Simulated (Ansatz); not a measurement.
# WSeS monolayer, Janus: phonons and vibrational spectra, part 2 of 3

Aim: the vibrations of WSeS monolayer, Janus, their spectra, and whether the structure is stable.

Ansatz 0.2.0; DFT PBEsol, scalar-relativistic, plane waves, PAW.

So far. Step 4 (Tight relaxation): The largest force component left is 0.64 meV/Å, within the tolerances set.

## (5) Modes at Γ

The zone centre comes first: it holds the modes that light can see, as far as symmetry allows. The response to a homogeneous field gives the Born charges and the dielectric tensor, and its change with displacement the Raman tensors.

The input, input.yaml:

```yaml
crystal:
  lattice:
    - [3.2069648559, 0.0, 0.0]
    - [-1.6034824279, 2.7773130343, 0.0]
    - [0.0, 0.0, 30.4]
  atoms:
    - { symbol: W, position: [0.3333333333, 0.6666666667, 0.3297467005] }
    - { symbol: S, position: [0.6666666667, 0.3333333333, 0.3801864976] }
    - { symbol: Se, position: [0.6666666667, 0.3333333333, 0.2736194334] }
  periodic: [true, true, false]
kpoints:
  mp_grid: { grid: [12, 12, 1] }
hamiltonian:
  xc: pbesol
scf:
  occupations: { method: fixed }
output:
  eigenvalues: true
phonons:
  method: dfpt
  dielectric: true
  raman: true
```

Launch:

```bash
$ ansatz run input.yaml --threads 8 --pin off --max-ram 14336MiB --backend cpu --events-out ev --progress --plain --runs-dir out
```

Numbers of over 12 decimals in the logs are rounded to 6 here.

What it wrote:

```text
Warning: phonons.dielectric: true without phonons.rigid_motions: the static dielectric tensor ε⁰ will be withheld (ε∞, Z* and the rows of modes are given); for a crystal or a slab, whose only rigid motions are the translations, set phonons.rigid_motions: translations
[...]
Crystal: 3 atoms, lattice volume = 270.765 Å³
Basis set: ecut = 420 eV, 5357 PW (Γ), exchange–correlation on 48×48×432 points (8 copies of the dense FFT grid, shifted against one another)
Bands: 22, of which v1, the nominal top of the filled ones, is band 18 counted from 1 (17 counted from 0)
Symmetry: 6 space group operations
k-points: 43 of 144 (irreducible under 2 space group operations, time reversal used)
[...]
SCF iter   1: F=—  HF=-16567.877031 eV  |F-HF|=—  |Δ(HF+E_count)|=         —  Δρ=3.85e-3  dr2=2.20e-1  ethr=1.77e-3  ⟨swp⟩=7.3  Hψ=5207  notcnv=0  defer=80
[...]
SCF iter  11: F=-16567.862706 eV  HF=-16567.862706 eV  |F-HF|=2.33e-10  |Δ(HF+E_count)|=   1.27e-9  Δρ=1.09e-7  dr2=7.22e-11  ethr=1.00e-12  ⟨swp⟩=21.4  Hψ=9929  notcnv=0
SCF 1 converged in 11 iterations: F = -16567.862706 eV  dr2 = 7.22e-11
[...]
DFPT response loops at Γ: preconditioner auto → none (the input reference at scf.mixing.eps_inf says where Resta's filter doesn't serve); β = 0.50; Broyden in place of MSR1
── the response to a field inside a basis, on 18×18×2 k-points: an SCF that follows is theirs, and a resumed run solves both again ──
Bands: 19, of which v1, the nominal top of the filled ones, is band 18 counted from 1 (17 counted from 0)
k-points: 171
[...]
Eigensolver: Dense (171 Hₖ)
SCF iter   1: F=—  HF=-16567.853106 eV  |F-HF|=—  |Δ(HF+E_count)|=         —  Δρ=9.41e-5  dr2=5.26e-6  ethr=1.00e-1
[...]
SCF iter   7: F=-16567.853110 eV  HF=-16567.853110 eV  |F-HF|=1.02e-10  |Δ(HF+E_count)|=  8.77e-10  Δρ=1.38e-7  dr2=5.86e-11  ethr=1.95e-12
SCF 1 converged in 7 iterations: F = -16567.853110 eV  dr2 = 5.86e-11
[...]
SCF converged after 11 iterations
Free energy (F): -16567.862706 eV
[...]
Internal energy: -16567.862706 eV  (E = F + TS)
E sigma→0 (E₀):  -16567.862706 eV
Fermi energy:    -5.462495 eV
[...]
--- Band table (eV; the first three rows and the last of 43) ---
  k-point 0: bands = [... 14 lower, -7.7593, -6.6845, -6.6845, -5.6004, -2.4203, -2.4203, -2.1487, -2.1487]
  k-point 1: bands = [... 14 lower, -7.9164, -6.8435, -6.7032, -5.6342, -2.6201, -2.5380, -2.3498, -2.1473]
  k-point 2: bands = [... 14 lower, -7.9040, -7.1193, -6.8643, -5.8524, -3.2179, -2.6073, -2.6035, -1.7216]
  k-point 42: bands = [... 14 lower, -8.9892, -8.7397, -7.3686, -5.9866, -3.1989, -2.2956, -2.1284, -0.4944]
--- Phonons (Γ-DFPT): 6 representative perturbations + reference, on 43 of 144 k-points (Σ response iterations 30) ---
  k mesh reduced under 2 symmetry operations, with k and −k counted as one. Each operation leaves every solved perturbation unchanged. A smaller set is not considered because the run solves the response to a homogeneous field
  ASR residual: 2.974e-4 → 0.000e0 eV/Å²; symmetrization residual: 1.589e-5 eV/Å²
  ASR residual per site (eV/Å²): 2.97e-4 6.38e-5 7.89e-6
  Γ frequencies (cm⁻¹): 0.00 0.00 0.00 202.57 202.57 280.62 331.02 331.02 418.85
  ε∞ (high-frequency dielectric tensor):
        3.771508     0.000000     0.000000
        0.000000     3.771508     0.000000
        0.000000     0.000000     1.175652
  α∞ (the layer's polarisability for a field applied outside it; Å, Gaussian; ε∞ is over the cell's 30.400 Å):
        6.704707     0.000000     0.000000
        0.000000     6.704707     0.000000
        0.000000     0.000000     0.424929
  ε⁰ (static dielectric tensor): not given — the deck does not say what the cell's rigid motions are, and on a molecule in a box or a wire the rigid rotations would enter the sum over the modes at Γ. For a crystal or a slab, whose only rigid motions are the translations, set phonons.rigid_motions: translations.
  Born effective charges Z* (e; rows j = field, columns β = displacement):
    site 0:
        -0.99208   -0.00000   -0.00000
        -0.00000   -0.99208   -0.00000
        -0.00000   -0.00000   -0.07090
    site 1:
         0.23554    0.00000    0.00000
         0.00000    0.23554   -0.00000
         0.00000   -0.00000    0.02867
    site 2:
         0.75654    0.00000    0.00000
         0.00000    0.75654    0.00000
         0.00000    0.00000    0.04223
  Z* charge neutrality: 1.143e-3 e pre-enforcement
  solved inside a basis spanned on kpoints, on 18×18×2 k-points transformed towards the longest dipole: ε∞ is read to err by 1.0e-2, Z* by 1.7e-2 e (field_mesh: kpoints solves on kpoints); Z* is corrected for what the basis lacks
  Raman tensors (in the event stream and the table raman_tensors.tsv): an entry may err by 1.1e-1 Å², one of the second-order susceptibility by 2.3e-2 pm/V (basis, points and sum rule); their sum over the sites missed zero by 2.818e-4 Å² ahead of its enforcement
  optical modes at Γ without the LO–TO term, one row a degenerate level:
      ω (cm⁻¹)  modes    IR ((D/Å)²/amu)  static Raman (Å⁴/amu)  depolarisation
        202.57      2             0.3422                12.9072           0.750
        280.62      1             0.0006               146.6287           0.112
        331.02      2             0.3191               160.0560           0.750
        418.85      1             0.0011                 0.1114           0.238
```

Elapsed: 7.4 min, on 8 threads of Arm Neoverse V1, shared host; peak memory 3.7 GiB.

In the SCF lines HF is the Harris–Foulkes energy and dr2 the Hartree energy of the density residual, in eV; the loop may stop once dr2 is under the threshold and the program's other checks hold. Hψ counts applications of the Hamiltonian.

Numbers from this step:

```
sum-rule residual before enforcement                    : 2.97e-4 eV/Å²
miss of the charge sum rule                             : 0.001143 e
estimated error of the dielectric tensor                : 0.01036
estimated error of the Born charges                     : 0.01719 e
point group                                             : 3m
highest optical mode at the zone centre (no LO-TO term) : 418.9 cm⁻¹
lowest optical zone-centre mode                         : 202.6 cm⁻¹
largest Born charge (third of the trace)                : -0.6850 e
```

Without the LO-TO term. Patterns of degenerate modes are one choice out of their space. Modes at Γ, with each element's share of the kinetic energy:

| mode | frequency (cm⁻¹) | symmetry | W % | S % | Se % |
| --- | --- | --- | --- | --- | --- |
| 1 | 0.0 | acoustic | 62 | 11 | 27 |
| 2 | 0.0 | acoustic | 62 | 11 | 27 |
| 3 | 0.0 | acoustic | 62 | 11 | 27 |
| 4 | 202.6 | E | 16 | 13 | 71 |
| 5 | 202.6 | E | 16 | 13 | 71 |
| 6 | 280.6 | A1 | 21 | 6 | 73 |
| 7 | 331.0 | E | 22 | 76 | 2 |
| 8 | 331.0 | E | 22 | 76 | 2 |
| 9 | 418.9 | A1 | 17 | 83 | 0 |

Displacements in mode 5 (202.6 cm⁻¹), the largest set to 1:
```
W1   0.11 -0.31  0.00
S2   0.23 -0.67  0.00
Se3 -0.34  1.00  0.00
```

Displacements in mode 6 (280.6 cm⁻¹), the largest set to 1:
```
W1   0.00  0.00 -0.35
S2   0.00  0.00 -0.46
Se3  0.00  0.00  1.00
```

High-frequency dielectric tensor, averaged over the cell of height 30.4 Å or as lengthened by the program, vacuum included. Tensor:

|  | x | y | z |
| --- | --- | --- | --- |
| x | 3.772 | 0 | 0 |
| y | 0 | 3.772 | 0 |
| z | 0 | 0 | 1.176 |

Born charge (rows field, columns displacement) (e), principal values of the symmetric part by kind of site:

| atom | atoms with these values | low | middle | high | mean |
| --- | --- | --- | --- | --- | --- |
| W1 | 1 | -0.9921 | -0.9921 | -0.0709 | -0.6850 |
| S2 | 1 | 0.0287 | 0.2355 | 0.2355 | 0.1666 |
| Se3 | 1 | 0.0422 | 0.7565 | 0.7565 | 0.5184 |

In full for S2:

```
0.2355 0.0000 0.0000
0.0000 0.2355 0.0000
0.0000 0.0000 0.0287
```

Transverse modes. Infrared lines, with heights relative to the strongest:

| position (cm⁻¹) | label | relative intensity |
| --- | --- | --- |
| 203 | E | 100 |
| 281 | A1 | 0.2 |
| 331 | E | 93 |
| 419 | A1 | 0.3 |

Activity x (w_L - w)^4 (n + 1)/w, 532 nm, 300 K; the tensors are static ones, while 532 nm light lies above the computed direct gap, where resonance would change the heights. Lines of the Raman spectrum (strongest = 100):

| position (cm⁻¹) | label | relative intensity |
| --- | --- | --- |
| 203 | E | 15 |
| 281 | A1 | 100 |
| 331 | E | 85 |
| 419 | A1 | 0.0 |

Before it was imposed, the acoustic sum rule was missed by 3.0e-4 eV/Å² and the charge sum rule by 0.0011 e. Small misses are needed for a sound result but don't prove that mesh and cutoff are converged. The lowest optical mode is real, 203 cm⁻¹.

## (6) The dispersion

Stability and thermal properties need the whole zone. Linear response on a 6×6×1 q mesh gives force constants as far as a supercell of that size would, and the tensors from the zone-centre run are typed in so that the long-range dipole term is interpolated apart.

input.yaml, the sections that differ from step 5:

```yaml
phonons:
  method: dfpt
  qmesh: [6, 6, 1]
  temperatures: { t_max: 1000, t_step: 50 }
  qpath:
    path:
      - [0.0, 0.0, 0.0]
      - [0.5, 0.0, 0.0]
      - [0.33333333, 0.33333333, 0.0]
      - [0.0, 0.0, 0.0]
    npoints: 10
  isolated: true
  non_analytic_term:
    high_frequency_dielectric_tensor: [[3.7715, 0.0, 0.0], [0.0, 3.7715, 0.0], [0.0, 0.0, 1.1757]]
    born_effective_charges:
      - { species: W, tensor: [[-0.9921, 0.0, 0.0], [0.0, -0.9921, 0.0], [0.0, 0.0, -0.0709]] }
      - { species: S, tensor: [[0.2355, 0.0, 0.0], [0.0, 0.2355, 0.0], [0.0, 0.0, 0.0287]] }
      - { species: Se, tensor: [[0.7565, 0.0, 0.0], [0.0, 0.7565, 0.0], [0.0, 0.0, 0.0422]] }
    source: "zone-centre run at this cell"
# crystal, kpoints, hamiltonian, scf, output: as in step 5
```

What it wrote:

```text
Warning: phonons: the dynamical matrix that this run interpolates holds no multipole term above the dipole-dipole one, and a site of this crystal is no centre of inversion, so its interpolated transverse optical and acoustic branches and sound speeds can stay off near Gamma, and the density of states and the thermodynamics with them. What a run solves at a wave vector of phonons.qpoints, Gamma apart, where the deck admits one, is free of this, and under fd what a larger phonons.supercell samples
[...]
Crystal: 3 atoms, lattice volume = 270.765 Å³
Basis set: ecut = 420 eV, 5357 PW (Γ), exchange–correlation on 48×48×432 points (8 copies of the dense FFT grid, shifted against one another)
Bands: 22, of which v1, the nominal top of the filled ones, is band 18 counted from 1 (17 counted from 0)
Symmetry: 6 space group operations
k-points: 19 of 144 (time reversal used)
[...]
SCF iter   1: F=—  HF=-16567.876932 eV  |F-HF|=—  |Δ(HF+E_count)|=         —  Δρ=3.85e-3  dr2=2.21e-1  ethr=1.77e-3  ⟨swp⟩=7.2  Hψ=2282  notcnv=0  defer=35
[...]
SCF iter  13: F=-16567.862706 eV  HF=-16567.862706 eV  |F-HF|=4.73e-11  |Δ(HF+E_count)|=  1.46e-11  Δρ=2.44e-8  dr2=6.81e-12  ethr=1.00e-12  ⟨swp⟩=9.0  Hψ=2200  notcnv=0
SCF 1 converged in 13 iterations: F = -16567.862706 eV  dr2 = 6.81e-12
[...]
NSCF: frozen V_eff on 19 k-points
[...]
DFPT response loops at q = (0, 0, 0) (fractional): preconditioner auto → none (the input reference at scf.mixing.eps_inf says where Resta's filter doesn't serve); β = 0.50; Broyden in place of MSR1
[...]
SCF converged after 13 iterations
Free energy (F): -16567.862706 eV
[...]
Internal energy: -16567.862706 eV  (E = F + TS)
E sigma→0 (E₀):  -16567.862706 eV
Fermi energy:    -5.462489 eV
[...]
--- Band table (eV; the first three rows and the last of 19) ---
  k-point 0: bands = [... 14 lower, -7.7592, -6.6845, -6.6845, -5.6004, -2.4203, -2.4203, -2.1487, -2.1487]
  k-point 1: bands = [... 14 lower, -7.9164, -6.8435, -6.7032, -5.6342, -2.6201, -2.5380, -2.3498, -2.1473]
  k-point 2: bands = [... 14 lower, -7.9040, -7.1193, -6.8643, -5.8524, -3.2179, -2.6073, -2.6035, -1.7216]
  k-point 18: bands = [... 14 lower, -9.2675, -8.7818, -7.8099, -5.4625, -3.6314, -2.3716, -1.5501, 0.0003]
--- Phonons (Γ-DFPT): 6 representative perturbations + reference (Σ response iterations 27) ---
  ASR residual: 7.749e-5 → 0.000e0 eV/Å²; symmetrization residual: 1.574e-5 eV/Å²
  ASR residual per site (eV/Å²): 7.75e-5 2.13e-5 2.66e-5
  Γ frequencies (cm⁻¹): 0.00 0.00 0.00 202.57 202.57 280.62 331.02 331.02 418.85
--- Phonons (arbitrary-q DFPT): 7 irreducible q on the 6×6×1 mesh ---
  q = [0.0000, 0.0000, 0.0000] (star 1, of the zone-centre solve; hermiticity 1.01e-6, symmetrization 2.73e-11): -0.00 -0.00 0.00 202.57 202.57 280.62 331.02 331.02 418.85
  q = [0.0000, 0.1667, 0.0000] (star 6, 9 solved perturbations on 78 of 144 k-point pairs; hermiticity 8.01e-7, symmetrization 4.31e-10): 35.56 61.14 93.44 207.84 218.70 272.54 330.58 337.67 403.37
[...]
q = [0.1667, 0.1667, 0.0000] (star 6, 6 solved perturbations in 666 linear systems a pass and spin channel, the states on 144 of 144 k-point pairs; hermiticity 2.77e-7, symmetrization 5.22e-10): 80.09 103.72 129.27 218.14 229.00 262.32 331.23 344.72 383.95
[...]
sum rule: each row above includes the acoustic sum rule's correction from the zone centre's row sums; it moved no ω² by more than (0.42 cm⁻¹)²
  mesh force constants: q→R imaginary residual 8.36e-19; ASR residual 7.749e-5 → 0.000e0 eV/Å²; symmetrization residual 2.132e-14 eV/Å²
  interpolated dispersion: 31 rows × 9 modes
  density of states and harmonic sums: on the 24×24×1 q-mesh, interpolated from the force constants of a 6×6×1 supercell (with the dipole–dipole term of supplied tensors)
  largest difference from the sums on the solved wave vectors: F 2.79e-2 eV, S 3.47e-5 and C_V 6.73e-6 eV/K
  zero-point energy: 0.129960 eV/cell   skipped modes (ω ≤ 0): 3   left out of the sums: 5.79e-4 of the cell's modes: C_V's classical limit lies that fraction below 3 k_B per atom; for a crystal, a wire or a layer, F and S can be off by more, and a phonons.interpolated_qmesh denser along its periods is the remedy for the sampling
```

Wall time 7.7 min (8 threads); peak memory 2.4 GiB.

This step gave:

- sum-rule residual before enforcement: 7.75e-5 eV/Å²
- lowest frequency on the path: 0 cm⁻¹
- highest frequency on the path or at a solved wavevector: 418.9 cm⁻¹
- mean frequency: 232.9 cm⁻¹
- lowest mode on the q mesh (acoustic modes at Γ apart): 35.56 cm⁻¹
- zero-point energy per atom: 43.32 meV
- heat capacity at 300 K: 22.15 J/(mol atoms K)
- vibrational entropy at 300 K: 27.08 J/(mol atoms K)
- edges of the widest gap between branches, on path and mesh: 280.6, 327.6 cm⁻¹

Frequencies (cm⁻¹) solved at each irreducible wavevector; negative means imaginary. Frequencies by wavevector, by row:

| q in reciprocal lattice units | star | mode 1 | mode 2 | mode 3 | mode 4 | mode 5 | mode 6 | mode 7 | mode 8 | mode 9 |
| --- | --- | --- | --- | --- | --- | --- | --- | --- | --- | --- |
| 0 0 0 | 1 | 0 | 0 | 0 | 202.6 | 202.6 | 280.6 | 331 | 331 | 418.9 |
| 0 0.1667 0 | 6 | 35.6 | 61.1 | 93.4 | 207.8 | 218.7 | 272.5 | 330.6 | 337.7 | 403.4 |
| 0 0.3333 0 | 6 | 97.8 | 100.3 | 143.8 | 216 | 233.4 | 260.4 | 328.4 | 349.5 | 379.6 |
| 0 -0.5 0 | 3 | 111.1 | 129.9 | 150.6 | 219.4 | 236.3 | 254.8 | 327.6 | 356.3 | 371.7 |
| 0.1667 0.1667 0 | 6 | 80.1 | 103.7 | 129.3 | 218.1 | 229 | 262.3 | 331.2 | 344.7 | 383.9 |
| 0.1667 0.3333 0 | 12 | 120.7 | 126.9 | 144.2 | 228 | 235.9 | 250.4 | 334 | 352.5 | 367.4 |
| 0.3333 0.3333 0 | 2 | 120.7 | 133.2 | 157.5 | 232.4 | 239.2 | 243.8 | 345.1 | 348.4 | 358.1 |

Interpolated from a 6×6×1 q mesh, with the LO-TO term (at Γ the limit along the path; where Γ stands inside the path, tables give the limit on arrival). The phonon branches at the labelled points (cm⁻¹):

| point | branch 1 | branch 2 | branch 3 | branch 4 | branch 5 | branch 6 | branch 7 | branch 8 | branch 9 |
| --- | --- | --- | --- | --- | --- | --- | --- | --- | --- |
| Γ | 0 | 0 | 0 | 203 | 203 | 281 | 331 | 331 | 419 |
| halfway | 68 | 84 | 126 | 212 | 228 | 266 | 330 | 343 | 390 |
| M | 111 | 130 | 151 | 219 | 236 | 255 | 328 | 356 | 372 |
| halfway | 125 | 129 | 147 | 228 | 238 | 249 | 334 | 354 | 365 |
| K | 121 | 133 | 158 | 232 | 239 | 244 | 345 | 348 | 358 |
| halfway | 80 | 104 | 129 | 218 | 229 | 262 | 331 | 345 | 384 |
| Γ | 0 | 0 | 0 | 203 | 203 | 281 | 331 | 331 | 419 |

The phonon branches as a text plot (rows in cm⁻¹):

```
    410 |*******                                         ********
    393 |       ****                                  ***
    375 |           ***************            *******
    358 |             ****************************
    340 | ************            ******************************
    323 |*************************                  *************
    305 |
    288 |***                                                 ****
    271 |   **********                              *********
    253 |             ***************        *******
    236 |         ************************************
    218 |   ***********************               ***********
    201 |*******                                         ********
    183 |
    166 |                                **
    148 |             *******************  ****
    131 |         ****    ****************************
    113 |       **      **********      *****  *****  ***
     96 |           ****                          ****   **
     79 |     ********                              *****
     61 |   ****  **                                  *******
     44 |   **  **                                       ****
     26 | **  **                                           *****
      9 |*****                                               ****
         Γ                   M           K                      Γ
```

Tetrahedra on a 24×24×1 mesh, mean over bins of 5 cm-1. Interpolated from a 6×6×1 q mesh. Phonon density of states against wavenumber; read off at these points:

| wavenumber (cm⁻¹) | phonon density of states (1/cm⁻¹/cell) |
| --- | --- |
| 2 | 0.00252 |
| 18 | 0.00396 |
| 32 | 0.0056 |
| 48 | 0.0074 |
| 58 | 0.00881 |
| 72 | 0.0117 |
| 88 | 0.0157 |
| 102 | 0.0239 |
| 118 | 0.0382 |
| 122 | 0.0645 |
| 132 | 0.0308 |
| 148 | 0.0584 |
| 158 | 0.00405 |
| 172 | 0 |
| 188 | 0 |
| 202 | 0.00916 |
| 218 | 0.0556 |
| 232 | 0.084 |
| 248 | 0.0232 |
| 262 | 0.0274 |
| 272 | 0.0156 |
| 288 | 0 |
| 302 | 0 |
| 318 | 0 |
| 332 | 0.115 |
| 348 | 0.0442 |
| 352 | 0.0829 |
| 362 | 0.0212 |
| 372 | 0.0439 |
| 388 | 0.0132 |
| 402 | 0.008 |
| 418 | 0.00411 |

The partial phonon density of states has structure finer than the step of the table below, so its rows give means over 20 cm⁻¹, whole bins alone (the curve runs from -10 to 441 cm⁻¹). Peaks (cm⁻¹: height): S 330.7: 0.0809, 350.6: 0.0585, 370.4: 0.0328; Se 126.3: 0.0153, 234.2: 0.0617, 254.0: 0.0294; W 126.3: 0.0389, 146.2: 0.0301, 231.3: 0.0151, 254.0: 0.0122, 330.7: 0.0176.

Phonopy on the run's constants, 21x21x1 mesh, Gaussian sigma 3.2 cm-1. Interpolated from a 6×6×1 q mesh. The partial phonon density of states by wavenumber; means over each step; values in 1/cm⁻¹/cell:

| wavenumber (cm⁻¹) | S | Se | W |
| --- | --- | --- | --- |
| 0 | 1.8e-4 | 4.3e-4 | 9.8e-4 |
| 20 | 4.6e-4 | 0.00115 | 0.00248 |
| 40 | 7.1e-4 | 0.00183 | 0.00382 |
| 60 | 0.00101 | 0.00275 | 0.00557 |
| 80 | 0.00132 | 0.00401 | 0.00792 |
| 100 | 0.00211 | 0.00754 | 0.0145 |
| 120 | 0.00326 | 0.0135 | 0.0309 |
| 140 | 0.00210 | 0.00922 | 0.0240 |
| 160 | 4.7e-4 | 0.00237 | 0.00534 |
| 180 | 0 | 0 | 0 |
| 200 | 0.00113 | 0.00673 | 0.00180 |
| 220 | 0.00403 | 0.0354 | 0.0117 |
| 240 | 0.00263 | 0.0363 | 0.0108 |
| 260 | 0.00170 | 0.0220 | 0.00830 |
| 280 | 6.1e-4 | 0.00538 | 0.00151 |
| 300 | 2.3e-7 | 2.7e-6 | 4.5e-7 |
| 320 | 0.0158 | 1.9e-4 | 0.00339 |
| 340 | 0.0491 | 5.5e-4 | 0.00895 |
| 360 | 0.0336 | 3.5e-4 | 0.00347 |
| 380 | 0.0200 | 2.8e-4 | 0.00274 |
| 400 | 0.00752 | 1.7e-5 | 0.00132 |
| 420 | 0.00225 | 5.0e-6 | 4.5e-4 |

(Part 2 of 3 ends here.)

[Logs are printed without paths, hosts, clocks, repeated set-up lines and the standing remarks that a program may print on its own settings, such as how far it seeks lower states.]

[Hosts, paths, dates, database ids (printed as entryN), source tags and the programs' standing remarks are cut or masked in the printed files.]
